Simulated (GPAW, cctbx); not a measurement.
## What do these deviations say about the bonding?

YZrNb, I4/mmm (no. 139), a = 4.3622 Å, b = 4.3622 Å, c = 15.8940 Å, α = 90.00°, β = 90.00°, γ = 90.00°.

| atom | mult. | x | y | z |
| --- | --- | --- | --- | --- |
| Nb1 | 4 | 1/2 | 1/2 | 0.3808 |
| Zr1 | 4 | 0 | 1/2 | 0 |
| Y1 | 4 | 1/2 | 1/2 | 0.1748 |

The cell comes from substitution in a known structure type and wasn't matched to any measured phase.

Absolute values of the static structure factors of the conventional cell from DFT (PBE, GPAW) against free spherical atoms, in electrons:

```
hkl  d (Å)  free atoms  crystal
002  7.947       77.53    78.15
101  4.207       44.42    44.45
004  3.974       46.07    45.93
103  3.368       42.99    43.46
110  3.084      133.69   132.75
112  2.876      194.88   194.49
006  2.649      217.52   216.61
105  2.569      193.94   193.14
114  2.437      289.39   288.18
200  2.181      360.98   359.87
```

**Question.** Which way does charge move, and which reflections show it best?

Project each element's phase sum on the total phase. At low angle |F| should rise if density moves to atoms that scatter in phase and fall if it moves to atoms that scatter against it.

| hkl | Nb in phase | Zr in phase | Y in phase | change (e) | (%) |
| --- | --- | --- | --- | --- | --- |
| 002 | +0.3 | +4.0 | -2.3 | +0.62 | +0.8 |
| 101 | +2.9 | 0.0 | -1.8 | +0.04 | +0.1 |
| 004 | +4.0 | -4.0 | +1.3 | -0.14 | -0.3 |
| 103 | -2.5 | 0.0 | +4.0 | +0.47 | +1.1 |
| 110 | +4.0 | -4.0 | +4.0 | -0.94 | -0.7 |
| 112 | -0.3 | +4.0 | +2.3 | -0.39 | -0.2 |
| 006 | -0.9 | +4.0 | +3.8 | -0.91 | -0.4 |
| 105 | +3.3 | 0.0 | +2.8 | -0.80 | -0.4 |

Low-angle reflections that set elements apart and change by more than 0.05 e: 002, 004, 103, 110, 112, 006 and 105. The real-space density gives Voronoi charges Nb 0.00, Zr -0.09, Y +0.09 e. The signs that these charges predict hold for 002, 004, 110 and 105 and fail for 103, 112 and 006, so the simple rule can't give the direction here. The reflections see the density near the nuclei and the atoms' change of size and shape; Voronoi cells count what crosses the midplanes.

[Outputs are excerpts: Python notices, other lines and further rows are left out; steps that failed or that the build refused (PBEsol, TPSS) are not shown.]

[Logs are printed without paths, hosts, clocks, repeated set-up lines and the standing remarks that a program may print on its own settings, such as how far it seeks lower states.]
